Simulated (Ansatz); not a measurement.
# Localised basis functions on Σ7 (111) twist boundary in Si (84 atoms), part 3 of 3

Wanted: errors and times of a linear-scaling basis for Σ7 (111) twist boundary in Si (84 atoms). A setting counts as converged where the r.m.s. difference of forces stays under 1 % of the r.m.s. force.

Ansatz 0.2.0; Kohn-Sham DFT, PBE, PAW (set soft_2), plane waves.

The cell: 84 Si. The host structure and its lattice constant were typed by rule, without a check against the phase diagram.

So far. Step 11 (Support functions medium, radius 5.46 Å): Forces differ from the reference by 0.43 meV/Å r.m.s., 0.25 % of their size, well within a tolerance of 1 %. It took 4.3 times the reference's time (shared host, so rough). The two runs also began from different starting densities, which bears on cycles and time.

### Step 12. Support functions medium, radius 6.07 Å

Level of this step: Kohn-Sham DFT, PBE, PAW (set soft_2), localised support functions (medium) (Ansatz).

The radius confines each support function; a larger one gives more freedom and more work per atom. Besides, the program derives a nominal cutoff of 420 eV for this run, against the reference's 750.

Contents of input.yaml:

```yaml
crystal:
  lattice:
    - [10.16047, 0.0, 0.0]
    - [-5.08024, 8.79923, 0.0]
    - [0.0, 0.0, 18.60372]
  atoms:
    [... the 84 atom lines of step 2 ...]
kpoints:
  mp_grid: { grid: [2, 2, 1] }
hamiltonian:
  xc: pbe
scf:
  occupations: { method: fermi_dirac, width: 0.05 }
  eigensolver: { kind: { support_functions: { accuracy: medium, radius: 6.07 } } }
  mixing: { beta: 0.4 }
  max_iter: 150
output:
  forces: true
  eigenvalues: true
```

Started as:

```bash
$ ansatz run input.yaml --threads 4 --pin off --max-ram 8192MiB --backend cpu --events-out ev --progress --plain --runs-dir out
```

Numbers of over 12 decimals in the logs are rounded to 6 here.

Output:

```text
[...]
Crystal: 84 atoms, lattice volume = 1663.253 Å³
Basis set: ecut = 420 eV, 32523 PW (Γ), exchange–correlation on 144×144×250 points (8 copies of the dense FFT grid, shifted against one another)
Bands: 202, of which v1, the nominal top of the filled ones, is band 168 counted from 1 (167 counted from 0)
Symmetry: 1 space group operations
k-points: 4
[...]
SCF iter   1: F=—  HF=-53384.305300 eV  |F-HF|=—  |Δ(HF+E_count)|=         —  Δρ=3.80e-2  dr2=2.32e1  ethr=1.00e-1
[...]
SCF iter  11: F=—  HF=-53397.333103 eV  |F-HF|=—  |Δ(HF+E_count)|=   3.12e-5  Δρ=1.90e-5  dr2=1.26e-5  ethr=1.00e-8  κ⁻¹=6.5e-7(r=7)
SCF iter  12: F=-53397.333124 eV  HF=-53397.333124 eV  |F-HF|=6.30e-7  |Δ(HF+E_count)|=   2.15e-5  Δρ=4.52e-6  dr2=9.71e-7  ethr=3.74e-9
SCF 1 converged in 12 iterations: F = -53397.333447 eV  dr2 = 9.71e-7
[...]
SCF converged after 12 iterations
[...]
Free energy (F): -53397.333447 eV
[...]
Internal energy: -53397.212813 eV  (E = F + TS)
E sigma→0 (E₀):  -53397.273130 eV
Entropy (-TS):   -0.120634 eV (-1.436 meV/atom)
Fermi energy:    6.412625 eV
[...]
Σ components = -53397.333447   (vs F -53397.333447, Δ=0.00e0)
--- Forces (eV/Å), atoms counted from 1 ---
  atom   1  Si    -0.01300693     0.06955029    -0.03074535
  atom   2  Si     0.14294451     0.12197426     0.03447128
  atom   3  Si    -0.00063058     0.00033138     0.03387010
  atom   4  Si    -0.00058352     0.00033237     0.04176446
[...]
atom  84  Si     0.27576823    -0.34099966    -0.00729397
  max |Σ_I F_I| component: 4.75e-5 eV/Å
--- Band table (eV) ---
[...]
```

Run time: 7.1 min. Hardware: 4 threads of Arm Neoverse V2, shared host; peak memory 6.1 GiB.

Keys that differ from the reference: basis.ecutwfc removed, support_functions.accuracy = "medium", support_functions.radius = 6.07, scf.max_iter = 150 and scf.mixing.beta = 0.4.

Forces differ from the reference by 0.43 meV/Å r.m.s., 0.25 % of their size, well within a tolerance of 1 %. It took 6.6 times the reference's time (shared host, so rough). The two runs also began from different starting densities, which bears on cycles and time.

### Step 13. With scf.lower_state_search = "standard"

Changed here: scf.lower_state_search = "standard".

This step: Kohn-Sham DFT, PBE, PAW (set soft_2), plane waves (Ansatz 0.2.0).

input.yaml, the sections that differ from step 12:

```yaml
scf:
  occupations: { method: fermi_dirac, width: 0.05 }
  lower_state_search: standard
output:
  forces: true
  stress: true
  populations: true
  dos:
    method: { smearing: { sigma: 0.08 } }
    de: 0.1
    projected:
      site_lists:
        Si: [Si]
        lower_grain: [0, 1, 2, 3, 4, 5, 6, 7, 8, 9, 10, 11, 12, 13, 14, 15, 16, 17, 18, 19, 20, 21, 22, 23, 24, 25, 26, 27, 28, 29, 30, 31, 32, 33, 34, 35, 36, 37, 38, 39, 40, 41]
        upper_grain: [42, 43, 44, 45, 46, 47, 48, 49, 50, 51, 52, 53, 54, 55, 56, 57, 58, 59, 60, 61, 62, 63, 64, 65, 66, 67, 68, 69, 70, 71, 72, 73, 74, 75, 76, 77, 78, 79, 80, 81, 82, 83]
  eigenvalues: true
# crystal, kpoints, hamiltonian: as in step 12
```

Output:

```text
[...]
Crystal: 84 atoms, lattice volume = 1663.253 Å³
Basis set: ecut = 420 eV, 32523 PW (Γ), exchange–correlation on 144×144×250 points (8 copies of the dense FFT grid, shifted against one another)
Bands: 252, of which v1, the nominal top of the filled ones, is band 168 counted from 1 (167 counted from 0)
Symmetry: 2 space group operations
[...]
k-points: 3 of 4
[...]
SCF iter   1: F=—  HF=-53397.332524 eV  |F-HF|=—  |Δ(HF+E_count)|=         —  Δρ=2.26e-3  dr2=1.97e-1  ethr=1.77e-3  ⟨swp⟩=6.3  Hψ=3535  notcnv=0  defer=135
[...]
SCF iter   6: F=—  HF=-53397.308934 eV  |F-HF|=—  |Δ(HF+E_count)|=   5.19e-4  Δρ=6.49e-6  dr2=1.23e-6  ethr=5.51e-9  ⟨swp⟩=2.7  Hψ=1070  notcnv=0  defer=166
SCF iter   7: F=-53397.308935 eV  HF=-53397.308935 eV  |F-HF|=2.99e-8  |Δ(HF+E_count)|=   9.62e-7  Δρ=1.47e-6  dr2=7.58e-8  ethr=2.98e-11  ⟨swp⟩=12.7  Hψ=5450  notcnv=0
SCF 1 converged in 7 iterations: F = -53397.308935 eV  dr2 = 7.58e-8
[...]
SCF converged after 7 iterations
Free energy (F): -53397.308935 eV
[...]
Internal energy: -53397.188289 eV  (E = F + TS)
E sigma→0 (E₀):  -53397.248612 eV
Entropy (-TS):   -0.120646 eV (-1.436 meV/atom)
Fermi energy:    6.412722 eV
[...]
Σ components = -53397.308935   (vs F -53397.308935, Δ=0.00e0)
--- Forces (eV/Å), atoms counted from 1 ---
  atom   1  Si    -0.01273164     0.06972088    -0.03069779
  atom   2  Si     0.14312065     0.12192716     0.03434816
  atom   3  Si    -0.00064546     0.00031600     0.03388644
  atom   4  Si     0.00005412     0.00034313     0.04140419
[...]
atom  84  Si     0.27563000    -0.34073706    -0.00718313
  max |Σ_I F_I| component: 1.25e-6 eV/Å
--- Stress (GPa, compression-positive) ---
        0.197047       0.000014       0.000308
        0.000014       0.197063      -0.000178
        0.000308      -0.000178       2.621304
  P = ⅓ Tr σ = 1.0051 GPa (10.051 kbar)
--- Band table (eV) ---
[...]
--- Löwdin populations: 84 sites ---
  site symbol       q [e]
     0     Si      3.9701
     1     Si      3.9630
     2     Si      3.9582
[...]
83     Si      3.9377
  spilling = 0.010333 (of n_electrons = 336.000000)
```

Run time: 62 s. Hardware: 4 threads; peak memory 6.7 GiB; 4 min of CPU time.

Forces differ from the reference by 0 meV/Å r.m.s., 0 % of their size. The change had no effect here: energy, forces and cycles are those of the reference.

### Step 14. Cost against change

Each row is set against the plane-wave reference (Kohn-Sham DFT, PBE, PAW (set soft_2), plane waves; r.m.s. force component 0.174 eV/Å). Energies are set beside the reference only for runs with its functional, potentials and electron count. Times are for 4 threads of Arm Neoverse V2, shared host. The reference's time includes the DOS, ELF, the stress and grids, which some other runs skip.

| run | Δ force, r.m.s. (meV/Å) | share of r.m.s. force (%) | Δ energy (meV/atom) | Δ pressure (GPa) | cycles | time | host memory (GiB) |
| --- | --- | --- | --- | --- | --- | --- | --- |
| reference | - | - | - | - | 7 | 66 s | 6.7 |
| plane waves at 750 eV (750 eV) | 0.057 | 0.0326 | -0.255 | - | 7 | 64 s | 6.9 |
| scf.lower_state_search = "standard" | 0 | 0 | 0 | 0 | 7 | 62 s | 6.7 |

### Step 15. All settings compared

Each row is set against the run with plane waves at 750 eV (Kohn-Sham DFT, PBE, PAW (set soft_2), plane waves; r.m.s. force component 0.174 eV/Å). Energies are set beside the reference only for runs with its functional, potentials and electron count. Times are for 4 threads of Arm Neoverse V2, shared host.

| run | Δ force, r.m.s. (meV/Å) | share of r.m.s. force (%) | Δ energy (meV/atom) | cycles | time | host memory (GiB) |
| --- | --- | --- | --- | --- | --- | --- |
| reference | - | - | - | 7 | 64 s | 6.9 |
| support functions medium | 0.491 | 0.283 | -0.036 | 12 | 1.8 min | 2.9 |
| support functions low | 0.505 | 0.291 | -0.0367 | 11 | 96 s | 2.9 |
| support functions high | 0.436 | 0.251 | -0.0417 | 16 | 4 min | 4.3 |
| support functions medium, radius 3.92 Å | 0.519 | 0.299 | -0.0317 | 12 | 1.7 min | 2.8 |
| support functions medium, radius 4.25 Å | 0.454 | 0.262 | -0.0379 | 12 | 2 min | 3.2 |
| support functions medium, radius 4.53 Å | 0.438 | 0.252 | -0.037 | 12 | 2.3 min | 3.5 |
| support functions medium, radius 4.85 Å | 0.437 | 0.252 | -0.0367 | 12 | 2.9 min | 4.0 |
| support functions medium, radius 5.46 Å | 0.433 | 0.250 | -0.0367 | 12 | 4.6 min | 4.9 |
| support functions medium, radius 6.07 Å | 0.433 | 0.250 | -0.0367 | 12 | 7.1 min | 6.1 |

### Step 16. The first run in detail

The first run, on the default basis, asked for the full analyses, so its electronic structure is set out here.

Neighbours are counted within 2.68 Å (Si-Si).

Length of the force by element and coordination:

| element | coordination | atoms | mean length of the force (eV/Å) | spread | least | most |
| --- | --- | --- | --- | --- | --- | --- |
| Si | all | 84 | 0.252 | 0.164 | 0.0339 | 0.724 |
| Si | 3 | 8 | 0.551 | 0.163 | 0.269 | 0.645 |
| Si | 4 | 74 | 0.207 | 0.0998 | 0.0339 | 0.439 |
| Si | 5 | 2 | 0.724 | 0 | 0.724 | 0.724 |

The mean of these charges, 0.041 e, is only the charge that the projection spills.

Löwdin charges by element and coordination (they lack the spilled electrons, 0.041 e an atom on average):

| element | coordination | atoms | mean charge (e) | spread | least | most |
| --- | --- | --- | --- | --- | --- | --- |
| Si | all | 84 | 0.0413 | 0.0186 | -0.0438 | 0.0732 |
| Si | 3 | 8 | 0.0117 | 0.032 | -0.0438 | 0.0303 |
| Si | 4 | 74 | 0.0442 | 0.0132 | 0.0175 | 0.0732 |
| Si | 5 | 2 | 0.0527 | 0 | 0.0527 | 0.0527 |

By region:

| region | atoms | mean length of the force (eV/Å) |
| --- | --- | --- |
| lower grain | 42 | 0.252 |
| upper grain | 42 | 0.252 |

Density of states as counts of states in windows of 1 eV (from the Fermi level), total and the larger projections:

| from (eV) | to (eV) | total | Si p | lower grain | upper grain | Si s |
| --- | --- | --- | --- | --- | --- | --- |
| -13 | -12 | 0.5 | 0.0 | 0.2 | 0.2 | 0.5 |
| -12 | -11 | 10.4 | 2.1 | 5.2 | 5.2 | 8.2 |
| -11 | -10 | 24.1 | 7.3 | 12.0 | 12.0 | 16.7 |
| -10 | -9 | 30.3 | 9.6 | 15.1 | 15.1 | 20.6 |
| -9 | -8 | 16.2 | 5.8 | 8.1 | 8.1 | 10.4 |
| -8 | -7 | 18.2 | 8.6 | 9.1 | 9.1 | 9.6 |
| -7 | -6 | 29.7 | 16.2 | 14.7 | 14.7 | 13.2 |
| -6 | -5 | 22.5 | 13.5 | 11.1 | 11.1 | 8.7 |
| -5 | -4 | 20.5 | 17.5 | 10.2 | 10.2 | 2.8 |
| -4 | -3 | 53.1 | 47.3 | 26.3 | 26.3 | 5.3 |
| -3 | -2 | 49.3 | 45.9 | 24.4 | 24.4 | 2.8 |
| -2 | -1 | 41.7 | 39.5 | 20.5 | 20.5 | 1.5 |
| -1 | 0 | 20.0 | 17.6 | 9.7 | 9.7 | 1.7 |
| 0 | 1 | 15.7 | 10.2 | 7.1 | 7.1 | 4.0 |
| 1 | 2 | 30.6 | 18.2 | 13.1 | 13.1 | 8.0 |
| 2 | 3 | 53.3 | 33.2 | 21.7 | 21.7 | 10.2 |

The curve was stored every 0.10 eV, coarse against its broadening of 0.08 eV, so these counts are rough.

The levels nearest the highest filled one (over half full), pooled over k-points and spins:

| level less the highest filled one (eV) | occupation |
| --- | --- |
| -0.0581 | 1.92 |
| -0.0313 | 1.86 |
| -0.0313 | 1.86 |
| -0.0061 | 1.78 |
| -2.0e-4 | 1.76 |
| 0 | 1.76 |
| 0.161 | 0.457 |
| 0.161 | 0.457 |
| 0.266 | 0.069 |
| 0.266 | 0.069 |
| 0.415 | 0.004 |
| 0.616 | 0 |

Planar average of the electrostatic potential energy along the normal, with the Fermi level as zero, after a running mean with a triangular window 4 Å wide at its base:

| height (Å) | potential energy (eV) |
| --- | --- |
| 0.0 | -4.57 |
| 0.6 | -4.76 |
| 1.0 | -5.51 |
| 1.6 | -6.08 |
| 2.1 | -5.68 |
| 2.7 | -4.36 |
| 3.1 | -3.63 |
| 3.7 | -4.02 |
| 4.2 | -5.05 |
| 4.8 | -6.04 |
| 5.2 | -5.82 |
| 5.8 | -4.56 |
| 6.4 | -3.68 |
| 6.8 | -4.05 |
| 7.4 | -5.39 |
| 7.9 | -6.13 |
| 8.5 | -5.97 |
| 8.9 | -5.25 |
| 9.5 | -4.67 |
| 10.0 | -5.06 |
| 10.6 | -6.01 |
| 11.0 | -6.21 |
| 11.6 | -5.33 |
| 12.1 | -4.28 |
| 12.7 | -3.69 |
| 13.2 | -4.63 |
| 13.7 | -5.63 |
| 14.3 | -6.02 |
| 14.7 | -5.32 |
| 15.3 | -3.96 |
| 15.8 | -3.58 |
| 16.4 | -4.43 |
| 16.8 | -5.46 |
| 17.4 | -6.08 |
| 17.9 | -5.69 |
| 18.5 | -4.72 |

Valence density in the ca plane at fractional y = 0.015, with atoms of Si within 0.2 Å of it. It is the smooth field of the valence electrons, not physical close to the nuclei.

Values in e/Å³, 13 rows by 16 columns, each cell a mean:
```
0.24 0.45 0.17 0.10 0.12 0.05 0.21 0.27 0.20 0.34 0.14 0.14 0.22 0.10 0.27 0.28
0.10 0.37 0.33 0.32 0.31 0.06 0.08 0.08 0.05 0.10 0.06 0.18 0.39 0.33 0.33 0.22
0.09 0.34 0.37 0.35 0.30 0.06 0.05 0.05 0.03 0.06 0.04 0.17 0.32 0.41 0.33 0.24
0.09 0.31 0.20 0.22 0.30 0.10 0.18 0.15 0.07 0.20 0.15 0.26 0.44 0.17 0.23 0.15
0.06 0.13 0.06 0.14 0.32 0.25 0.41 0.27 0.09 0.28 0.37 0.35 0.31 0.06 0.05 0.05
0.05 0.14 0.09 0.22 0.44 0.25 0.32 0.20 0.10 0.33 0.38 0.33 0.27 0.06 0.05 0.05
0.12 0.32 0.21 0.29 0.35 0.10 0.17 0.17 0.23 0.48 0.21 0.16 0.19 0.06 0.15 0.20
0.24 0.40 0.20 0.21 0.22 0.06 0.17 0.27 0.38 0.30 0.11 0.05 0.07 0.05 0.25 0.36
0.17 0.17 0.08 0.15 0.30 0.18 0.37 0.34 0.30 0.40 0.13 0.08 0.10 0.05 0.22 0.31
0.06 0.06 0.04 0.17 0.34 0.38 0.36 0.25 0.10 0.24 0.13 0.20 0.32 0.12 0.21 0.18
0.07 0.12 0.06 0.14 0.34 0.25 0.38 0.26 0.08 0.15 0.09 0.21 0.42 0.19 0.30 0.18
0.26 0.30 0.10 0.06 0.10 0.07 0.33 0.37 0.24 0.26 0.09 0.10 0.19 0.12 0.40 0.37
0.39 0.22 0.12 0.03 0.04 0.04 0.24 0.25 0.41 0.44 0.15 0.08 0.10 0.05 0.28 0.37
```
Columns run along c (18.6 Å), rows up along a (10.2 Å). Atoms in or near the plane, at fractional coordinates: Si at (0.45, 0.04), Si at (0.07, 0.04), Si at (0.62, 0.61), Si at (0.74, 0.60).

ELF in the ca plane at fractional y = 0.015, with atoms of Si within 0.2 Å of it. It is the smooth field of the valence electrons, not physical close to the nuclei.

Ten even steps from '0' (0.02) to '9' (0.94), each cell a mean:
```
77678851011220001576467668985212465310268866
34799964334653001366543346763114788643479974
01588767765775100133210012321014898677656762
01464259963575100011000000100004764489733552
01465359962465100000000000000003653489734662
01588767765675100123210012221014887678656762
01578754457885212467520025654336999744456641
01355421136875555799841136655776799621123210
01233200025655777789840135325996345510000000
00233210147876787578630134335996334410000000
00245422369997666566410158756886346510001110
11467654579997433566422479996555566410024442
33689865667874101355446778985212344200147765
65699865555653001354469843674000111100257767
75688752346764112577579833564000000000156547
74455420147875445799767756885101121000146547
42122100036655777799743568985213565310257766
10000000036644897457521146764225898632357763
00001100047765887446520014543226999754456641
01233310036775666789741124542115898755567752
34456520013553224899864445652003676544689974
77446630001111003787578755663001344322589976
98433530000000002443379865774101233101378757
98433530000000002443269867996211232100256547
```
Columns run along c (18.6 Å), rows up along a (10.2 Å). Atoms in or near the plane, at fractional coordinates: Si at (0.45, 0.04), Si at (0.07, 0.04), Si at (0.62, 0.61), Si at (0.74, 0.60).

Forces differ by site in this geometry: Si atoms with 3 neighbours bear 0.55 eV/Å on average, against 0.21 eV/Å for those with 4. Löwdin charges run from -0.04 to +0.07 e, about a mean that is the spilled charge alone. Within 0.4 eV of the Fermi level the largest share is Si p (86 % of the projected weight).

### Step 17. Local order

Bonds and neighbours are counted at the geometry of the runs.

Density 2.36 g/cm³, 19.80 Å³ an atom.

Pair distribution function in bins of 0.2 Å:

| r (Å) | total |
| --- | --- |
| 2.30 | 4.76 |
| 2.50 | 0.78 |
| 2.70 | 0.00 |
| 2.90 | 0.21 |
| 3.10 | 0.12 |
| 3.30 | 0.21 |
| 3.50 | 0.09 |
| 3.70 | 1.62 |
| 3.90 | 4.10 |
| 4.10 | 0.50 |
| 4.30 | 0.73 |
| 4.50 | 2.54 |
| 4.70 | 0.87 |
| 4.90 | 0.35 |
| 5.10 | 0.19 |
| 5.30 | 0.65 |
| 5.50 | 0.71 |
| 5.70 | 0.43 |
| 5.90 | 1.90 |
| 6.10 | 0.64 |
| 6.30 | 0.48 |
| 6.50 | 1.11 |
| 6.70 | 2.15 |
| 6.90 | 1.18 |
| 7.10 | 1.13 |
| 7.30 | 0.62 |
| 7.50 | 0.70 |
| 7.70 | 1.27 |

Bonds by pair of elements; cutoffs follow the first minimum of g(r), held within bounds set by covalent radii, and pairs that aren't listed don't count as bonded:

| pair A-B | cutoff (Å) | bonds | mean length (Å) | spread (Å) | shortest (Å) | B about A | A about B |
| --- | --- | --- | --- | --- | --- | --- | --- |
| Si-Si | 2.68 | 165 | 2.37 | 0.043 | 2.32 | 3.93 | 3.93 |

How many atoms have how many bonded neighbours:

| element | mean | 3 | 4 | 5 |
| --- | --- | --- | --- | --- |
| Si | 3.93 | 8 | 74 | 2 |

Rings of the network by King's shortest-path rule, up to 12 atoms, one path for each pair of neighbours; H, halogens, alkali and alkaline-earth atoms are left out, and the last column divides by all other atoms, bonded or not:

| ring size (atoms) | rings | per network atom |
| --- | --- | --- |
| 5 | 6 | 0.071 |
| 6 | 139 | 1.66 |
| 8 | 6 | 0.071 |
| 9 | 2 | 0.024 |

By these cutoffs 88 % of Si atoms have 4 bonded neighbours. Rings of 6 atoms are the most common (91 % of those counted); sizes run from 5 to 9.

A closer look about Si32, whose charge lies farthest from its element's mean: 10 atoms, nearest first, numbered in the order of the input, with positions taken from that point.

| atom | x | y | z | distance (Å) | bonds | Löwdin charge (e) | Fx | Fy | Fz (eV/Å) |
| --- | --- | --- | --- | --- | --- | --- | --- | --- | --- |
| Si32 | 0.00 | 0.00 | 0.00 | 0.00 | 3 | -0.04 | 0.000 | 0.000 | 0.269 |
| Si33 | 1.50 | 1.65 | 0.95 | 2.42 | 4 | 0.06 | -0.433 | 0.068 | 0.007 |
| Si7 | -2.18 | 0.47 | 0.95 | 2.42 | 4 | 0.06 | 0.158 | -0.410 | 0.008 |
| Si35 | 0.68 | -2.12 | 0.95 | 2.42 | 4 | 0.06 | 0.276 | 0.341 | 0.007 |
| Si55 | 0.66 | 2.04 | -1.94 | 2.89 | 3 | 0.03 | 0.046 | 0.639 | 0.076 |
| Si77 | 1.43 | -1.59 | -1.94 | 2.89 | 3 | 0.03 | 0.531 | -0.359 | 0.076 |
| Si67 | -2.09 | -0.45 | -1.94 | 2.89 | 3 | 0.03 | -0.576 | -0.280 | 0.076 |
| Si82 | 2.14 | 0.45 | -2.88 | 3.61 | 4 | 0.07 | -0.127 | -0.091 | 0.178 |
| Si54 | -0.68 | -2.08 | -2.88 | 3.61 | 4 | 0.07 | -0.016 | 0.155 | 0.178 |
| Si76 | -1.46 | 1.63 | -2.88 | 3.61 | 4 | 0.07 | 0.142 | -0.064 | 0.178 |

The column of bonds counts only the pairs Si-Si within 2.68 Å; other neighbours, such as metal atoms beside each other in a compound, aren't counted, and periodic images can show an atom twice.

### Step 18. What came out

| Item | Value |
| --- | --- |
| free energy per atom | -635.6822 eV/atom |
| density | 2.355 g/cm³ |
| pressure | 1.005 GPa |
| r.m.s. force component | 0.1736 eV/Å |
| wall time of the 12 DFT runs | 31 min |

**Reading.** Against plane waves at 750 eV, the forces differ by 0.49 meV/Å (0.28 %) with support functions medium, and by 0.43 meV/Å in the closest run (support functions medium, radius 5.46 Å). Scf.lower_state_search = "standard" had no effect here: forces stay within 0.002 meV/Å and the energy within 0.002 meV/atom. At 84 atoms the fastest of the runs at a preset level, support functions low, takes 1.5 times the time of plane waves, in 11 SCF cycles against 7. Differences between support functions and plane waves include what basis error the plane-wave run still has. As the radius goes from 3.92 to 6.07 Å, the force difference goes from 0.52 to 0.43 meV/Å, and the time from 1.7 min to 7.1 min.

Levels near the Fermi energy are neither full nor empty under the smearing, so no gap is quoted. Forces differ by site in this geometry: Si atoms with 3 neighbours bear 0.55 eV/Å on average, against 0.21 eV/Å for those with 4. With the cutoffs above, 88 % of Si atoms have 4 bonded neighbours.

Caveats: The geometry was minimised with a classical potential after classical dynamics and isn't relaxed at this level: its force components are 0.17 eV/Å r.m.s.

[Logs are printed without paths, hosts, clocks, repeated set-up lines and the standing remarks that a program may print on its own settings, such as how far it seeks lower states.]

[Hosts, paths, dates, database ids (printed as entryN), source tags and the programs' standing remarks are cut or masked in the printed files.]
